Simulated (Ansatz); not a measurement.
# Si on Ru(0001): change of the work function, part 2 of 4

Aim: the work function of Ru(0001) at several coverages of Si (fcc site), and the dipole that each adsorbate carries.

Ansatz 0.2.0; plane-wave DFT, PBE, Ansatz PAW.

So far, work function, upper face (eV): step 2 (the clean slab) 5.05.

**3. Adsorbate added, k-mesh 4×4×1, coverage 0.111 ML**

System of this step: Si/Ru(0001). The cell holds 37 atoms: 36 Ru and 1 Si. Cell: a = 8.100 Å, b = 8.100 Å, c = 26.521 Å, α = 90.0°, β = 90.0°, γ = 60.0°. Vacuum lies along c.

The clean slab as it ended is repeated in the plane and the adsorbate is set on one face; the cell's size fixes the coverage, and the k-mesh shrinks with it to keep the sampling density about even. Adsorbate and upper layers relax, since the dipole depends on the height.

File input.yaml:

```yaml
crystal:
  lattice:
    - [8.1, 0.0, 0.0]
    - [4.05, 7.0148057706, 0.0]
    - [0.0, 0.0, 26.5207320389]
  atoms:
    - { symbol: Ru, position: [0.2222222222, 0.2222222222, 0.3393571485] }
    - { symbol: Ru, position: [0.0, 0.0, 0.419988407] }
    - { symbol: Ru, position: [0.2222222222, 0.2222222222, 0.5013507445] }
    - { symbol: Ru, position: [0.0, 0.0, 0.5799729522] }
    - { symbol: Ru, position: [0.2222222222, 0.5555555556, 0.3393571485] }
    - { symbol: Ru, position: [0.0, 0.3333333333, 0.419988407] }
    - { symbol: Ru, position: [0.2222222222, 0.5555555556, 0.5013507445] }
    - { symbol: Ru, position: [0.0, 0.3333333333, 0.5799729522] }
    - { symbol: Ru, position: [0.2222222222, 0.8888888889, 0.3393571485] }
    - { symbol: Ru, position: [0.0, 0.6666666667, 0.419988407] }
    - { symbol: Ru, position: [0.2222222222, 0.8888888889, 0.5013507445] }
    - { symbol: Ru, position: [0.0, 0.6666666667, 0.5799729522] }
    - { symbol: Ru, position: [0.5555555556, 0.2222222222, 0.3393571485] }
    - { symbol: Ru, position: [0.3333333333, 0.0, 0.419988407] }
    - { symbol: Ru, position: [0.5555555556, 0.2222222222, 0.5013507445] }
    - { symbol: Ru, position: [0.3333333333, 0.0, 0.5799729522] }
    - { symbol: Ru, position: [0.5555555556, 0.5555555556, 0.3393571485] }
    - { symbol: Ru, position: [0.3333333333, 0.3333333333, 0.419988407] }
    - { symbol: Ru, position: [0.5555555556, 0.5555555556, 0.5013507445] }
    - { symbol: Ru, position: [0.3333333333, 0.3333333333, 0.5799729522] }
    - { symbol: Ru, position: [0.5555555556, 0.8888888889, 0.3393571485] }
    - { symbol: Ru, position: [0.3333333333, 0.6666666667, 0.419988407] }
    - { symbol: Ru, position: [0.5555555556, 0.8888888889, 0.5013507445] }
    - { symbol: Ru, position: [0.3333333333, 0.6666666667, 0.5799729522] }
    - { symbol: Ru, position: [0.8888888889, 0.2222222222, 0.3393571485] }
    - { symbol: Ru, position: [0.6666666667, 0.0, 0.419988407] }
    - { symbol: Ru, position: [0.8888888889, 0.2222222222, 0.5013507445] }
    - { symbol: Ru, position: [0.6666666667, 0.0, 0.5799729522] }
    - { symbol: Ru, position: [0.8888888889, 0.5555555556, 0.3393571485] }
    - { symbol: Ru, position: [0.6666666667, 0.3333333333, 0.419988407] }
    - { symbol: Ru, position: [0.8888888889, 0.5555555556, 0.5013507445] }
    - { symbol: Ru, position: [0.6666666667, 0.3333333333, 0.5799729522] }
    - { symbol: Ru, position: [0.8888888889, 0.8888888889, 0.3393571485] }
    - { symbol: Ru, position: [0.6666666667, 0.6666666667, 0.419988407] }
    - { symbol: Ru, position: [0.8888888889, 0.8888888889, 0.5013507445] }
    - { symbol: Ru, position: [0.6666666667, 0.6666666667, 0.5799729522] }
    - { symbol: Si, position: [0.1111111111, 0.1111111111, 0.6606428515] }
kpoints:
  mp_grid: { grid: [4, 4, 1] }
hamiltonian:
  xc: pbe
scf:
  occupations: { method: fermi_dirac, width: 0.1 }
  convergence: { dr2_threshold: 1.0e-08 }
efield:
  axis: 3
  dipole_correction: true
  ramp_position: 0.97
  ramp_width: 0.06
relax:
  f_tol: 0.02
  max_steps: 60
  constraints:
    - { sites: [0, 1, 4, 5, 8, 9, 12, 13, 16, 17, 20, 21, 24, 25, 28, 29, 32, 33] }
output:
  write_potential: true
  write_density: true
  volumetric_format: npy
```

Launch:

```
$ ansatz run input.yaml --threads 4 --pin off --max-ram 16384MiB --backend cpu --events-out ev --progress --plain --runs-dir out
```

Output:

```text
[...]
Crystal: 37 atoms, lattice volume = 1506.906 Å³
Basis set: ecut = 420 eV, 29495 PW (Γ), exchange–correlation on 120×120×360 points (8 copies of the dense FFT grid, shifted against one another)
Bands: 348, of which v1, the nominal top of the filled ones, is band 290 counted from 1 (289 counted from 0)
Symmetry: 6 space group operations
[...]
k-points: 4 of 16 (time reversal used)
[...]
SCF iter   1: F=—  HF=-212250.766628 eV  |F-HF|=—  |Δ(HF+E_count)|=         —  Δρ=8.97e-3  dr2=7.46e0  ethr=1.77e-3  p=0.085 e·Å  D=1.02e-2 V/Å  ΔV_dip=-0.27 eV  dr2_dipole=6.00e-1  V_vac-E_F(+/−)=4.49/4.76 eV  ⟨swp⟩=8.0  Hψ=5986  notcnv=0  defer=1
[...]
SCF iter  10: F=-212250.586327 eV  HF=-212250.586327 eV  |F-HF|=6.18e-8  |Δ(HF+E_count)|=   1.09e-7  Δρ=5.66e-7  dr2=6.60e-9  ethr=1.72e-12  p=0.024 e·Å  D=2.85e-3 V/Å  ΔV_dip=-0.08 eV  dr2_dipole=6.59e-11  V_vac-E_F(+/−)=5.00/5.08 eV  ⟨swp⟩=10.2  Hψ=10210  notcnv=0
SCF 1 converged in 10 iterations: F = -212250.586327 eV  dr2 = 6.60e-9
[...]
relax step   1: F+E_penalty+E_count = -212250.58632692 eV  Δ(F+E_penalty+E_count) = +0.000e0 eV  max|allowed force component| = 2.153e0 eV/Å  Δτ_max = 0.0000 Å  (10 SCF iters, accepted)
[...]
SCF iter  10: F=-212251.001139 eV  HF=-212251.001139 eV  |F-HF|=1.12e-7  |Δ(HF+E_count)|=   5.69e-7  Δρ=4.20e-7  dr2=2.43e-9  ethr=1.72e-12  p=0.021 e·Å  D=2.58e-3 V/Å  ΔV_dip=-0.07 eV  dr2_dipole=4.21e-12  V_vac-E_F(+/−)=5.00/5.07 eV  ⟨swp⟩=10.0  Hψ=9842  notcnv=0
SCF 2 converged in 10 iterations: F = -212251.001139 eV  dr2 = 2.43e-9
relax step   2: F+E_penalty+E_count = -212251.00113875 eV  Δ(F+E_penalty+E_count) = -4.148e-1 eV  max|allowed force component| = 7.687e-1 eV/Å  Δτ_max = 0.1949 Å  (10 SCF iters, accepted)
SCF iter   1: F=—  HF=-212251.076626 eV  |F-HF|=—  |Δ(HF+E_count)|=         —  Δρ=2.13e-3  dr2=9.69e-2  ethr=1.15e-3  p=0.021 e·Å  D=2.58e-3 V/Å  ΔV_dip=-0.07 eV  dr2_dipole=2.12e-4  V_vac-E_F(+/−)=5.01/5.08 eV  ⟨swp⟩=4.2  Hψ=2676  notcnv=0  defer=5
[...]
SCF iter   9: F=-212251.059776 eV  HF=-212251.059776 eV  |F-HF|=1.49e-7  |Δ(HF+E_count)|=   4.39e-7  Δρ=6.61e-7  dr2=9.19e-9  ethr=1.72e-12  p=0.032 e·Å  D=3.85e-3 V/Å  ΔV_dip=-0.10 eV  dr2_dipole=9.09e-10  V_vac-E_F(+/−)=4.97/5.07 eV  ⟨swp⟩=8.5  Hψ=10964  notcnv=0
SCF 3 converged in 9 iterations: F = -212251.059776 eV  dr2 = 9.19e-9
[...]
relax step   3: F+E_penalty+E_count = -212251.05977625 eV  Δ(F+E_penalty+E_count) = -5.864e-2 eV  max|allowed force component| = 1.500e-1 eV/Å  Δτ_max = 0.1337 Å  (9 SCF iters, accepted)
[...]
relax step   4: F+E_penalty+E_count = -212251.06282266 eV  Δ(F+E_penalty+E_count) = -3.046e-3 eV  max|allowed force component| = 5.374e-2 eV/Å  Δτ_max = 0.0279 Å  (9 SCF iters, accepted)
SCF iter   1: F=—  HF=-212251.063172 eV  |F-HF|=—  |Δ(HF+E_count)|=         —  Δρ=4.95e-4  dr2=1.86e-2  ethr=1.84e-5  p=0.030 e·Å  D=3.58e-3 V/Å  ΔV_dip=-0.09 eV  dr2_dipole=4.70e-3  V_vac-E_F(+/−)=4.98/5.07 eV  ⟨swp⟩=2.0  Hψ=2324  notcnv=0  defer=5
[...]
SCF iter   8: F=-212251.064043 eV  HF=-212251.064043 eV  |F-HF|=2.17e-8  |Δ(HF+E_count)|=   4.64e-8  Δρ=3.39e-7  dr2=3.01e-9  ethr=1.72e-12  p=0.030 e·Å  D=3.62e-3 V/Å  ΔV_dip=-0.10 eV  dr2_dipole=4.64e-12  V_vac-E_F(+/−)=4.98/5.07 eV  ⟨swp⟩=10.0  Hψ=9897  notcnv=0
SCF 5 converged in 8 iterations: F = -212251.064043 eV  dr2 = 3.01e-9
relax step   5: F+E_penalty+E_count = -212251.06404271 eV  Δ(F+E_penalty+E_count) = -1.220e-3 eV  max|allowed force component| = 5.497e-3 eV/Å  Δτ_max = 0.0086 Å  (8 SCF iters, accepted)
NSCF: frozen V_eff on 4 k-points
[...]
SCF converged after 8 iterations
Free energy (F): -212251.064043 eV
[...]
Internal energy: -212249.649957 eV  (E = F + TS)
E sigma→0 (E₀):  -212250.357000 eV
Entropy (-TS):   -1.414085 eV (-38.219 meV/atom)
Fermi energy:    4.426215 eV
Dipole field:    D = 0.003615 V/Å  (p = 0.030106 e·Å, saw-weighted, corrected)
Work function:   Φ+ = 4.9751 eV   Φ− = 5.0709 eV
[...]
--- Forces (eV/Å), atoms counted from 1 ---
  atom   1  Ru     0.01362632     0.00786716     0.45996554
  atom   2  Ru     0.03969611     0.02291856    -0.36031299
  atom   3  Ru    -0.00002751    -0.00001588     0.00059564
  atom   4  Ru     0.00476019     0.00274830     0.00169017
  atom   5  Ru    -0.02394075     0.01382220     0.51738754
  atom   6  Ru    -0.00000000    -0.04583712    -0.36031299
  atom   7  Ru     0.00051289    -0.00029612    -0.00095617
  atom   8  Ru     0.00000000    -0.00549660     0.00169017
  atom   9  Ru     0.00000000    -0.01573432     0.45996554
  atom  10  Ru     0.05995715    -0.03461628    -0.52403925
  atom  11  Ru    -0.00000000     0.00003177     0.00059564
  atom  12  Ru    -0.00029209     0.00016864    -0.00007660
  atom  13  Ru     0.00000000    -0.02764439     0.51738754
  atom  14  Ru    -0.03969611     0.02291856    -0.36031299
  atom  15  Ru     0.00000000     0.00059223    -0.00095617
  atom  16  Ru    -0.00476019     0.00274830     0.00169017
  atom  17  Ru     0.02394075     0.01382220     0.51738754
  atom  18  Ru    -0.00333861    -0.00192755    -0.51188291
  atom  19  Ru    -0.00051289    -0.00029612    -0.00095617
  atom  20  Ru     0.00149021     0.00086037    -0.00073300
  atom  21  Ru    -0.00944453     0.00545280     0.42163745
  atom  22  Ru    -0.00000000     0.00385509    -0.51188291
  atom  23  Ru     0.00163723    -0.00094526    -0.00271914
  atom  24  Ru     0.00000000    -0.00172074    -0.00073300
  atom  25  Ru    -0.01362632     0.00786716     0.45996554
  atom  26  Ru    -0.00000000     0.06923255    -0.52403925
  atom  27  Ru     0.00002751    -0.00001588     0.00059564
  atom  28  Ru     0.00000000    -0.00033727    -0.00007660
  atom  29  Ru     0.00000000    -0.01090560     0.42163745
  atom  30  Ru     0.00333861    -0.00192755    -0.51188291
  atom  31  Ru     0.00000000     0.00189051    -0.00271914
  atom  32  Ru    -0.00149021     0.00086037    -0.00073300
  atom  33  Ru     0.00944453     0.00545280     0.42163745
  atom  34  Ru    -0.05995715    -0.03461628    -0.52403925
  atom  35  Ru    -0.00163723    -0.00094526    -0.00271914
  atom  36  Ru     0.00029209     0.00016864    -0.00007660
  atom  37  Si    -0.00000000    -0.00000000    -0.00169037
  max |Σ_I F_I| component: 2.15e-5 eV/Å
--- Band table (eV) ---
  k-point 0: bands = [... 286 lower, 4.6308, 4.7237, 4.7276, 4.7276, 4.7490, 4.7593, 4.7593, 4.7994, ... 54 higher]
  k-point 1: bands = [... 286 lower, 4.3584, 4.3750, 4.3952, 4.4676, 4.4699, 4.5267, 4.5591, 4.6346, ... 54 higher]
  k-point 2: bands = [... 286 lower, 4.1372, 4.1668, 4.3502, 4.3863, 4.4399, 4.4708, 4.5130, 4.6355, ... 54 higher]
  k-point 3: bands = [... 286 lower, 4.1691, 4.2091, 4.2476, 4.2975, 4.3195, 4.4233, 4.4617, 4.4823, ... 54 higher]
--- Relaxed structure (5 steps of the walk, 5 accepted, 0 SCFs on fresh bases) ---
  F+E_penalty+E_count = -212251.06404271 eV   max|allowed force component| = 5.497e-3 eV/Å
  atoms:
    - { symbol: Ru, position: [0.222222, 0.222222, 0.3393571485] }
    - { symbol: Ru, position: [1.111110e-11, 1.111110e-11, 0.419988407] }
    - { symbol: Ru, position: [0.221866, 0.221866, 0.501220] }
    - { symbol: Ru, position: [-0.0026441, -0.0026441, 0.582215] }
    - { symbol: Ru, position: [0.222222, 0.555556, 0.3393571485] }
    - { symbol: Ru, position: [1.111111e-11, 0.333333, 0.419988407] }
    - { symbol: Ru, position: [0.221421, 0.555956, 0.501324] }
    - { symbol: Ru, position: [-0.0026441, 0.338622, 0.582215] }
    - { symbol: Ru, position: [0.222222, 0.888889, 0.3393571485] }
    - { symbol: Ru, position: [-2.222222e-11, 0.666667, 0.419988407] }
    - { symbol: Ru, position: [0.221866, 0.889602, 0.501220] }
    - { symbol: Ru, position: [0.00137658, 0.665978, 0.579378] }
    - { symbol: Ru, position: [0.555556, 0.222222, 0.3393571485] }
    - { symbol: Ru, position: [0.333333, 1.111110e-11, 0.419988407] }
    - { symbol: Ru, position: [0.555956, 0.221421, 0.501324] }
    - { symbol: Ru, position: [0.338622, -0.0026441, 0.582215] }
    - { symbol: Ru, position: [0.555556, 0.555556, 0.3393571485] }
    - { symbol: Ru, position: [0.333333, 0.333333, 0.419988407] }
    - { symbol: Ru, position: [0.555956, 0.555956, 0.501324] }
    - { symbol: Ru, position: [0.334725, 0.334725, 0.579852] }
    - { symbol: Ru, position: [0.555556, 0.888889, 0.3393571485] }
    - { symbol: Ru, position: [0.333333, 0.666667, 0.419988407] }
    - { symbol: Ru, position: [0.555429, 0.888952, 0.500570] }
    - { symbol: Ru, position: [0.334725, 0.663883, 0.579852] }
    - { symbol: Ru, position: [0.888889, 0.222222, 0.3393571485] }
    - { symbol: Ru, position: [0.666667, -2.222223e-11, 0.419988407] }
    - { symbol: Ru, position: [0.889602, 0.221866, 0.501220] }
    - { symbol: Ru, position: [0.665978, 0.00137658, 0.579378] }
    - { symbol: Ru, position: [0.888889, 0.555556, 0.3393571485] }
    - { symbol: Ru, position: [0.666667, 0.333333, 0.419988407] }
    - { symbol: Ru, position: [0.888952, 0.555429, 0.500570] }
    - { symbol: Ru, position: [0.663883, 0.334725, 0.579852] }
    - { symbol: Ru, position: [0.888889, 0.888889, 0.3393571485] }
    - { symbol: Ru, position: [0.666667, 0.666667, 0.419988407] }
    - { symbol: Ru, position: [0.888952, 0.888952, 0.500570] }
    - { symbol: Ru, position: [0.665978, 0.665978, 0.579378] }
    - { symbol: Si, position: [0.111111, 0.111111, 0.649148] }
```

It took 9.6 min on 4 threads of Arm Neoverse V1, shared host; peak memory 8.8 GiB.

The steps of the relaxation:

```tsv
step	energy less that of the first step (eV)	largest force component (eV/Å)
1	0.0000	2.1532
2	-0.4148	0.7687
3	-0.4734	0.1500
4	-0.4765	0.0537
5	-0.4777	0.0055
```

The run keeps the 6 symmetry operations that the program found, so distortions that break them were not tested.

The atoms that moved most (Å):

```tsv
atom	dx	dy	dz	length
Si37	0.000	0.000	-0.305	0.305
Ru4	-0.032	-0.019	0.059	0.070
Ru8	0.000	0.037	0.059	0.070
Ru16	0.032	-0.019	0.059	0.070
Ru35	0.001	0.000	-0.021	0.021
Ru23	-0.001	0.000	-0.021	0.021
Ru31	0.000	-0.001	-0.021	0.021
Ru32	-0.017	0.010	-0.003	0.020
```

Final coordinates:

```cif
data_structure
_symmetry_space_group_name_H-M 'P 1'
_symmetry_Int_Tables_number 1
_cell_length_a 8.1000
_cell_length_b 8.1000
_cell_length_c 26.5207
_cell_angle_alpha 90.000
_cell_angle_beta 90.000
_cell_angle_gamma 60.000
_cell_volume 1506.91
loop_
_atom_site_label
_atom_site_type_symbol
_atom_site_fract_x
_atom_site_fract_y
_atom_site_fract_z
_atom_site_occupancy
Ru1 Ru 0.22222 0.22222 0.33936 1
Ru2 Ru 0.00000 0.00000 0.41999 1
Ru3 Ru 0.22187 0.22187 0.50122 1
Ru4 Ru 0.99736 0.99736 0.58221 1
Ru5 Ru 0.22222 0.55556 0.33936 1
Ru6 Ru 0.00000 0.33333 0.41999 1
Ru7 Ru 0.22142 0.55596 0.50132 1
Ru8 Ru 0.99736 0.33862 0.58221 1
Ru9 Ru 0.22222 0.88889 0.33936 1
Ru10 Ru 0.00000 0.66667 0.41999 1
Ru11 Ru 0.22187 0.88960 0.50122 1
Ru12 Ru 0.00138 0.66598 0.57938 1
Ru13 Ru 0.55556 0.22222 0.33936 1
Ru14 Ru 0.33333 0.00000 0.41999 1
Ru15 Ru 0.55596 0.22142 0.50132 1
Ru16 Ru 0.33862 0.99736 0.58221 1
Ru17 Ru 0.55556 0.55556 0.33936 1
Ru18 Ru 0.33333 0.33333 0.41999 1
Ru19 Ru 0.55596 0.55596 0.50132 1
Ru20 Ru 0.33472 0.33472 0.57985 1
Ru21 Ru 0.55556 0.88889 0.33936 1
Ru22 Ru 0.33333 0.66667 0.41999 1
Ru23 Ru 0.55543 0.88895 0.50057 1
Ru24 Ru 0.33472 0.66388 0.57985 1
Ru25 Ru 0.88889 0.22222 0.33936 1
Ru26 Ru 0.66667 0.00000 0.41999 1
Ru27 Ru 0.88960 0.22187 0.50122 1
Ru28 Ru 0.66598 0.00138 0.57938 1
Ru29 Ru 0.88889 0.55556 0.33936 1
Ru30 Ru 0.66667 0.33333 0.41999 1
Ru31 Ru 0.88895 0.55543 0.50057 1
Ru32 Ru 0.66388 0.33472 0.57985 1
Ru33 Ru 0.88889 0.88889 0.33936 1
Ru34 Ru 0.66667 0.66667 0.41999 1
Ru35 Ru 0.88895 0.88895 0.50057 1
Ru36 Ru 0.66598 0.66598 0.57938 1
Si37 Si 0.11111 0.11111 0.64915 1
```

Read from the output:

| Item | Value |
| --- | --- |
| energy at zero smearing | -212250.3570 eV |
| work function, upper face | 4.975 eV |
| work function, lower face | 5.071 eV |
| dipole along the normal | 0.03011 e·Å |
| step between the vacuum levels | -0.09586 eV |

Running mean over 2.138 Å of the planar mean; the ramp of the sawtooth is left out. The electron's electrostatic potential energy less the Fermi level by z:

```tsv
z (Å)	electron's electrostatic potential energy less the Fermi level (eV)
4	5.07
5	5.06
6	4.98
7	3.93
8	-6.26
9	-14.2
10	-14.7
11	-14.8
12	-14.7
13	-14.9
14	-15.1
15	-14.7
16	-11.9
17	0.400
18	3.67
19	4.78
20	4.96
21	4.97
22	4.97
23	4.98
```

The relaxation took 5 steps and lowered the energy by 0.48 eV; the largest force on the free atoms ends at 0.0055 eV/Å.

The covered face has 4.98 eV, -0.07 eV against the clean one; the bare back face has moved by -0.00 eV, a measure of how thin the slab is.

[end of part 2 of 4]

[Long decimals in the printed logs are rounded to 6 places.]

[Logs are printed without paths, hosts, clocks, repeated set-up lines and the standing remarks that a program may print on its own settings, such as how far it seeks lower states.]

[Hosts, paths, dates, database ids (printed as entryN), source tags and the programs' standing remarks are cut or masked in the printed files.]

[Maps of the electrostatic potential energy from Ansatz leave out the sawtooth potential of an applied field or a dipole correction, so their vacuum need not be flat; planar profiles and work functions include it.]
